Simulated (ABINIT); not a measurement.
An input for ABINIT 10.8.3 (BAs (F-43m)):

```
acell 3*1.0 Angstrom
rprim 
  -0.000000000000 2.388500000000 2.388500000000
  2.388500000000 -0.000000000000 2.388500000000
  2.388500000000 2.388500000000 -0.000000000000
ntypat 2
znucl 5 33
natom 2
typat 1 2
xred 
  0.000000000000 0.000000000000 0.000000000000
  0.250000000000 0.250000000000 0.250000000000
pp_dirpath "pseudos"
pseudos "B.upf, As.upf"
ecut 34
ngkpt 4 4 4
nshiftk 1
shiftk 0 0 0
kptopt 1
chksymbreak 0
irdden 1
istwfk *1
nband 98
prtvol 0
optdriver 6
gwr_task "HDIAGO"
paral_kgb 0
occopt 1
indata_prefix "in"
outdata_prefix "out"
tmpdata_prefix "tmp"
```

```sh
OMP_NUM_THREADS=1 mpirun -n 4 abinit run.abi > log
```

How long will it take on 4 MPI ranks of Arm Neoverse V1, shared host, and how much memory?

It took 16 s; on shared hardware allow 7.8 s to 31 s. Peak host memory was 0.92 GiB.

[Paths, hosts, dates, memory and timing lines, banners, echoed tables and standing remarks are left out of the program output.]

[Logs are printed without paths, hosts, clocks, repeated set-up lines and the standing remarks that a program may print on its own settings, such as how far it seeks lower states.]

[Runs of the session that timed out or met a known fault of the program may be left out.]

[Hosts, paths, dates, database ids (printed as entryN), source tags and the programs' standing remarks are cut or masked in the printed files.]

[G0W0 gaps are taken among the corrected bands and points alone; a level outside them can change the order at an edge.]

[Where Ansatz stands beside ABINIT at settings called matched, ABINIT's density can come from a denser mesh and the files from another edition; pairs whose starting gaps differed by over 0.03 eV were left out, so agreement reads better than it is.]
